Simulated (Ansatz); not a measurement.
# Work function of Li(100): what the settings cost and change, part 2 of 2

How thick a slab and how much vacuum does the work function of Li(100) need?

Ansatz 0.2.0; plane-wave DFT, PBE, Ansatz PAW.

So far, work function, upper face (eV): step 2 (run, setting 1 layer) 3.24; step 5 (run, 4 atoms) 3.10; step 6 (slab, 5 atoms) 2.96; step 7 (slab, 6 atoms) 3.04; step 8 (slab, 8 atoms) 2.99.

## 9. Slab, 10 atoms

System of this step: Li(100). The cell holds 10 atoms: 10 Li. Its edges and angles: a = 3.490 Å, b = 3.490 Å, c = 33.705 Å, α = 90.0°, β = 90.0°, γ = 90.0°. Vacuum lies along c.

Contents of input.yaml:

```yaml
crystal:
  lattice:
    - [3.49, 0.0, 0.0]
    - [0.0, 3.49, 0.0]
    - [0.0, 0.0, 33.705]
  atoms:
    - { symbol: Li, position: [0.5, 0.5, 0.2670226969] }
    - { symbol: Li, position: [0.0, 0.0, 0.3187954309] }
    - { symbol: Li, position: [0.5, 0.5, 0.370568165] }
    - { symbol: Li, position: [0.0, 0.0, 0.422340899] }
    - { symbol: Li, position: [0.5, 0.5, 0.474113633] }
    - { symbol: Li, position: [0.0, 0.0, 0.525886367] }
    - { symbol: Li, position: [0.5, 0.5, 0.577659101] }
    - { symbol: Li, position: [0.0, 0.0, 0.629431835] }
    - { symbol: Li, position: [0.5, 0.5, 0.6812045691] }
    - { symbol: Li, position: [0.0, 0.0, 0.7329773031] }
kpoints:
  mp_grid: { grid: [12, 12, 1] }
hamiltonian:
  xc: pbe
scf:
  occupations: { method: fermi_dirac, width: 0.1 }
  convergence: { dr2_threshold: 1.0e-09 }
efield:
  axis: 3
  dipole_correction: true
  ramp_position: 0.97
  ramp_width: 0.06
output:
  write_potential: true
  write_density: true
  volumetric_format: npy
```

Command:

```bash
ansatz run input.yaml --threads 2 --pin off --max-ram 3072MiB --backend cpu --events-out ev --progress --plain --runs-dir out
```

Numbers of over 12 decimals in the logs are rounded to 6 here.

The program printed:

```text
[...]
Crystal: 10 atoms, lattice volume = 410.530 Å³
Basis set: ecut = 420 eV, 7957 PW (Γ)
Bands: 25, of which v1, the nominal top of the filled ones, is band 15 counted from 1 (14 counted from 0)
Symmetry: 8 space group operations
k-points: 28 of 144
[...]
k-point 1: bands = [... 11 lower, -4.0714, -3.6964, -3.1643, -2.4927, -1.7248, -0.9216, -0.0987, 0.7888, ... 6 higher]
  k-point 2: bands = [... 11 lower, -3.8770, -3.5026, -2.9717, -2.3022, -1.5371, -0.7380, 0.0752, 0.9369, ... 6 higher]
  k-point 27: bands = [... 11 lower, -0.5685, -0.2914, -0.2914, 0.1826, 0.1826, 0.8592, 0.8592, 1.7305, ... 6 higher]
[key lines of the parts left out:]
SCF converged after 7 iterations
Free energy (F): -2046.217751 eV
Fermi energy:    -0.917523 eV
Dipole field:    D = -0.000000 V/Å  (p = -0.000001 e·Å, saw-weighted, corrected)
Work function:   Φ+ = 3.0050 eV   Φ− = 3.0050 eV
```

Elapsed: 41 s, on 2 threads of AMD EPYC 7R43, shared host; peak memory 0.71 GiB; 56 s of CPU time.

The work function is 3.005 eV, +0.015 eV from the run “8 layers”, at 1.3 times its CPU time.

## 10. Run, 13 atoms

System of this step: Li(100). The cell holds 13 atoms: 13 Li. Cell: a = 3.490 Å, b = 3.490 Å, c = 38.940 Å, α = 90.0°, β = 90.0°, γ = 90.0°. Vacuum lies along c.

input.yaml, the sections that differ from step 9:

```yaml
crystal:
  lattice:
    - [3.49, 0.0, 0.0]
    - [0.0, 3.49, 0.0]
    - [0.0, 0.0, 38.94]
  atoms:
    - { symbol: Li, position: [0.0, 0.0, 0.2311248074] }
    - { symbol: Li, position: [0.5, 0.5, 0.2759373395] }
    - { symbol: Li, position: [0.0, 0.0, 0.3207498716] }
    - { symbol: Li, position: [0.5, 0.5, 0.3655624037] }
    - { symbol: Li, position: [0.0, 0.0, 0.4103749358] }
    - { symbol: Li, position: [0.5, 0.5, 0.4551874679] }
    - { symbol: Li, position: [0.0, 0.0, 0.5] }
    - { symbol: Li, position: [0.5, 0.5, 0.5448125321] }
    - { symbol: Li, position: [0.0, 0.0, 0.5896250642] }
    - { symbol: Li, position: [0.5, 0.5, 0.6344375963] }
    - { symbol: Li, position: [0.0, 0.0, 0.6792501284] }
    - { symbol: Li, position: [0.5, 0.5, 0.7240626605] }
    - { symbol: Li, position: [0.0, 0.0, 0.7688751926] }
# kpoints, hamiltonian, scf, efield, output: as in step 9
```

The program printed:

```text
[...]
Crystal: 13 atoms, lattice volume = 474.293 Å³
Basis set: ecut = 420 eV, 9199 PW (Γ)
Bands: 33, of which v1, the nominal top of the filled ones, is band 20 counted from 1 (19 counted from 0)
Symmetry: 8 space group operations
k-points: 28 of 144
[...]
k-point 1: bands = [... 16 lower, -3.3836, -2.9588, -2.4441, -1.8534, -1.2139, -0.5498, 0.1383, 0.8746, ... 9 higher]
  k-point 2: bands = [... 16 lower, -3.1902, -2.7667, -2.2541, -1.6663, -1.0307, -0.3723, 0.3044, 1.0164, ... 9 higher]
  k-point 27: bands = [... 16 lower, -0.1890, 0.1020, 0.1020, 0.5204, 0.5204, 1.0621, 1.0621, 1.7248, ... 9 higher]
[key lines of the parts left out:]
SCF converged after 7 iterations
Free energy (F): -2660.296635 eV
Fermi energy:    -0.678492 eV
Dipole field:    D = -0.000000 V/Å  (p = -0.000001 e·Å, saw-weighted, corrected)
Work function:   Φ+ = 3.0090 eV   Φ− = 3.0091 eV
```

The job ended after 63 s (2 threads; peak memory 0.87 GiB).

The work function is 3.009 eV, +0.004 eV from the run “10 layers”, at 1.7 times its CPU time.

## 11. Run, 7 atoms

System of this step: Li(100). The cell holds 7 atoms: 7 Li. Its edges and angles: a = 3.490 Å, b = 3.490 Å, c = 20.470 Å, α = 90.0°, β = 90.0°, γ = 90.0°. Vacuum lies along c.

input.yaml, the sections that differ from step 10:

```yaml
crystal:
  lattice:
    - [3.49, 0.0, 0.0]
    - [0.0, 3.49, 0.0]
    - [0.0, 0.0, 20.47]
  atoms:
    - { symbol: Li, position: [0.0, 0.0, 0.2442598925] }
    - { symbol: Li, position: [0.5, 0.5, 0.329506595] }
    - { symbol: Li, position: [0.0, 0.0, 0.4147532975] }
    - { symbol: Li, position: [0.5, 0.5, 0.5] }
    - { symbol: Li, position: [0.0, 0.0, 0.5852467025] }
    - { symbol: Li, position: [0.5, 0.5, 0.670493405] }
    - { symbol: Li, position: [0.0, 0.0, 0.7557401075] }
# kpoints, hamiltonian, scf, efield, output: as in step 10
```

The program printed:

```text
[...]
Crystal: 7 atoms, lattice volume = 249.327 Å³
Basis set: ecut = 420 eV, 4817 PW (Γ)
Bands: 18, of which v1, the nominal top of the filled ones, is band 11 counted from 1 (10 counted from 0)
Symmetry: 8 space group operations
k-points: 28 of 144
[...]
k-point 1: bands = [... 7 lower, -3.8840, -3.4722, -2.7602, -1.8074, -0.7831, 0.2879, 1.2713, 2.7911, ... 3 higher]
  k-point 2: bands = [... 7 lower, -3.6894, -3.2779, -2.5666, -1.6153, -0.5910, 0.4695, 1.4448, 2.6297, ... 3 higher]
  k-point 27: bands = [... 7 lower, -0.1477, -0.1477, 0.3676, 0.3676, 1.2680, 1.2680, 2.4896, 2.5238, ... 3 higher]
[key lines of the parts left out:]
SCF converged after 7 iterations
Free energy (F): -1432.140933 eV
Fermi energy:    -0.575561 eV
Dipole field:    D = -0.000000 V/Å  (p = -0.000000 e·Å, saw-weighted, corrected)
Work function:   Φ+ = 3.0366 eV (in doubt: plateau slope 6.4e-2 eV/Å)   Φ− = 3.0404 eV (in doubt: plateau slope 5.0e-2 eV/Å)
```

Run time: 16 s. Hardware: 2 threads; peak memory 0.5 GiB; 24 s of CPU time.

The work function is 3.037 eV. The program marks this work function as in doubt.

## 12. Run, 7 atoms (run 2)

The cell differs from the one that the last finished run ended in (c 20.470 → 24.470 Å).

input.yaml, the sections that differ from step 11:

```yaml
crystal:
  lattice:
    - [3.49, 0.0, 0.0]
    - [0.0, 3.49, 0.0]
    - [0.0, 0.0, 24.47]
  atoms:
    - { symbol: Li, position: [0.0, 0.0, 0.2860645689] }
    - { symbol: Li, position: [0.5, 0.5, 0.3573763792] }
    - { symbol: Li, position: [0.0, 0.0, 0.4286881896] }
    - { symbol: Li, position: [0.5, 0.5, 0.5] }
    - { symbol: Li, position: [0.0, 0.0, 0.5713118104] }
    - { symbol: Li, position: [0.5, 0.5, 0.6426236208] }
    - { symbol: Li, position: [0.0, 0.0, 0.7139354311] }
# kpoints, hamiltonian, scf, efield, output: as in step 11
```

The program printed:

```text
[...]
Crystal: 7 atoms, lattice volume = 298.047 Å³
Basis set: ecut = 420 eV, 5773 PW (Γ)
Bands: 18, of which v1, the nominal top of the filled ones, is band 11 counted from 1 (10 counted from 0)
Symmetry: 8 space group operations
k-points: 28 of 144
[...]
k-point 1: bands = [... 7 lower, -4.2829, -3.8713, -3.1590, -2.2090, -1.1747, -0.1430, 0.9538, 2.0753, ... 3 higher]
  k-point 2: bands = [... 7 lower, -4.0883, -3.6770, -2.9655, -2.0167, -0.9834, 0.0420, 1.1191, 2.1659, ... 3 higher]
  k-point 27: bands = [... 7 lower, -0.5466, -0.5466, -0.0314, -0.0314, 0.8689, 0.8689, 2.0908, 2.1249, ... 3 higher]
[key lines of the parts left out:]
SCF converged after 7 iterations
Free energy (F): -1432.140252 eV
Fermi energy:    -0.973716 eV
Dipole field:    D = -0.000001 V/Å  (p = -0.000001 e·Å, saw-weighted, corrected)
Work function:   Φ+ = 3.0364 eV   Φ− = 3.0365 eV
```

It took 19 s on 2 threads; peak memory 0.54 GiB; 28 s of CPU time.

The work function is 3.036 eV, -0.000 eV from the run “7 layers, 10 Å of vacuum”, at 1.2 times its CPU time.

## 13. Slab, 7 atoms

The cell differs from the one that the last finished run ended in (c 24.470 → 36.470 Å).

input.yaml, the sections that differ from step 12:

```yaml
crystal:
  lattice:
    - [3.49, 0.0, 0.0]
    - [0.0, 3.49, 0.0]
    - [0.0, 0.0, 36.47]
  atoms:
    - { symbol: Li, position: [0.0, 0.0, 0.3564573622] }
    - { symbol: Li, position: [0.5, 0.5, 0.4043049081] }
    - { symbol: Li, position: [0.0, 0.0, 0.4521524541] }
    - { symbol: Li, position: [0.5, 0.5, 0.5] }
    - { symbol: Li, position: [0.0, 0.0, 0.5478475459] }
    - { symbol: Li, position: [0.5, 0.5, 0.5956950919] }
    - { symbol: Li, position: [0.0, 0.0, 0.6435426378] }
# kpoints, hamiltonian, scf, efield, output: as in step 12
```

The program printed:

```text
[...]
Crystal: 7 atoms, lattice volume = 444.208 Å³
Basis set: ecut = 420 eV, 8637 PW (Γ)
Bands: 18, of which v1, the nominal top of the filled ones, is band 11 counted from 1 (10 counted from 0)
Symmetry: 8 space group operations
k-points: 28 of 144
[...]
k-point 1: bands = [... 7 lower, -4.9611, -4.5495, -3.8372, -2.8873, -1.8527, -0.8231, 0.2942, 1.2082, ... 3 higher]
  k-point 2: bands = [... 7 lower, -4.7664, -4.3552, -3.6437, -2.6949, -1.6615, -0.6378, 0.4552, 1.3571, ... 3 higher]
  k-point 27: bands = [... 7 lower, -1.2247, -1.2247, -0.7096, -0.7096, 0.1907, 0.1907, 1.4126, 1.4468, ... 3 higher]
[key lines of the parts left out:]
SCF converged after 7 iterations
Free energy (F): -1432.140259 eV
Fermi energy:    -1.651873 eV
Dipole field:    D = -0.000000 V/Å  (p = -0.000000 e·Å, saw-weighted, corrected)
Work function:   Φ+ = 3.0355 eV   Φ− = 3.0355 eV
```

Wall time 32 s (2 threads); peak memory 0.66 GiB; 51 s of CPU time.

The work function is 3.036 eV, -0.001 eV from the run “7 layers, 14 Å of vacuum”, at 1.8 times its CPU time.

## 14. Side by side

Times are for 2 threads of AMD EPYC 7R43, shared host. The runs compared:

```csv
no.,setting,"work function, upper face (eV)",time,memory (GiB)
1,1 layer,3.239,7.6 s,0.45
2,2 layers,3.042,9.3 s,0.43
3,3 layers,2.929,11 s,0.44
4,4 layers,3.098,14 s,0.47
5,5 layers,2.964,19 s,0.49
6,6 layers,3.036,20 s,0.52
7,8 layers,2.990,32 s,0.6
8,10 layers,3.005,41 s,0.71
9,13 layers,3.009,63 s,0.87
10,"7 layers, 10 Å of vacuum",3.037,16 s,0.5
11,"7 layers, 14 Å of vacuum",3.036,19 s,0.54
12,"7 layers, 26 Å of vacuum",3.036,32 s,0.66
```

## 15. The same run with other settings

System of this step: Li(100) monolayer. The cell holds 1 atom: 1 Li. Its edges and angles: a = 3.490 Å, b = 3.490 Å, c = 18.000 Å, α = 90.0°, β = 90.0°, γ = 90.0°. Vacuum lies along c.

An input spoilt on purpose, to show how the run answers: it repeats the earlier run “1 layer” with efield.dipole_correction from dipole_correction to dipole_correctio, and scf.max_iter set to 80; its output block differs too.

input.yaml, the sections that differ from step 13:

```yaml
crystal:
  lattice:
    - [3.49, 0.0, 0.0]
    - [0.0, 3.49, 0.0]
    - [0.0, 0.0, 18.0]
  atoms:
    - { symbol: Li, position: [0.5, 0.5, 0.5] }
scf:
  occupations: { method: fermi_dirac, width: 0.1 }
  convergence: { dr2_threshold: 1.0e-09 }
  max_iter: 80
efield:
  axis: 3
  dipole_correctio: true
  ramp_position: 0.97
  ramp_width: 0.06
# kpoints, hamiltonian, output: as in step 13
```

The program printed:

```text
Error: YAML parse error: error: line 18 column 3: unknown field `dipole_correctio`, expected one of axis, amplitude, dipole_correction, ramp_position, ramp_width
  --> <input>:18:3
   |
16 | efield:
17 |   axis: 3
18 |   dipole_correctio: true
   |   ^ unknown field `dipole_correctio`, expected one of axis, amplitude, dipole_correction, ramp_position, ramp_width
19 |   ramp_position: 0.97
20 |   ramp_width: 0.06
   |
```

The job ended after 0.08 s (2 threads; peak memory 0.06 GiB).

The input was rejected at the start.

The program's message: “Error: YAML parse error: error: line 18 column 3: unknown field `dipole_correctio`, expected one of axis, amplitude, dipole_correction, ramp_position, ramp_width”

A key was misspelt on purpose.

## 16. Outcome

```
work function, 1 layer   : 3.239 eV
work function, 3 layers  : 2.929 eV
work function, 6 layers  : 3.036 eV
work function, 13 layers : 3.009 eV
```

In words: The thickest slab gives 3.01 eV, and the settings tried spread the value from 2.93 to 3.24 eV. At 18 Å of vacuum, the slabs from 5 layers on stay within 0.05 eV of the thickest. Beyond two layers the value swings up and down with thickness, as is usual where quantum-well states cross the Fermi level; the levels were not examined here. Going from 10 to 26 Å of vacuum moves it by 0.001 eV. The program marks the value as in doubt in “7 layers, 10 Å of vacuum”. The ladder's slabs use the tabulated experimental lattice constant (two decimals; a low-temperature value for the alkali metals). In 1 run of the series (7 layers, 10 Å of vacuum) the program warns that electrons reach the sawtooth's ramp, which makes dipole and work function less sure.

[Logs are printed without paths, hosts, clocks, repeated set-up lines and the standing remarks that a program may print on its own settings, such as how far it seeks lower states.]

[Hosts, paths, dates, database ids (printed as entryN), source tags and the programs' standing remarks are cut or masked in the printed files.]

[Maps of the electrostatic potential energy from Ansatz leave out the sawtooth potential of an applied field or a dipole correction, so their vacuum need not be flat; planar profiles and work functions include it.]
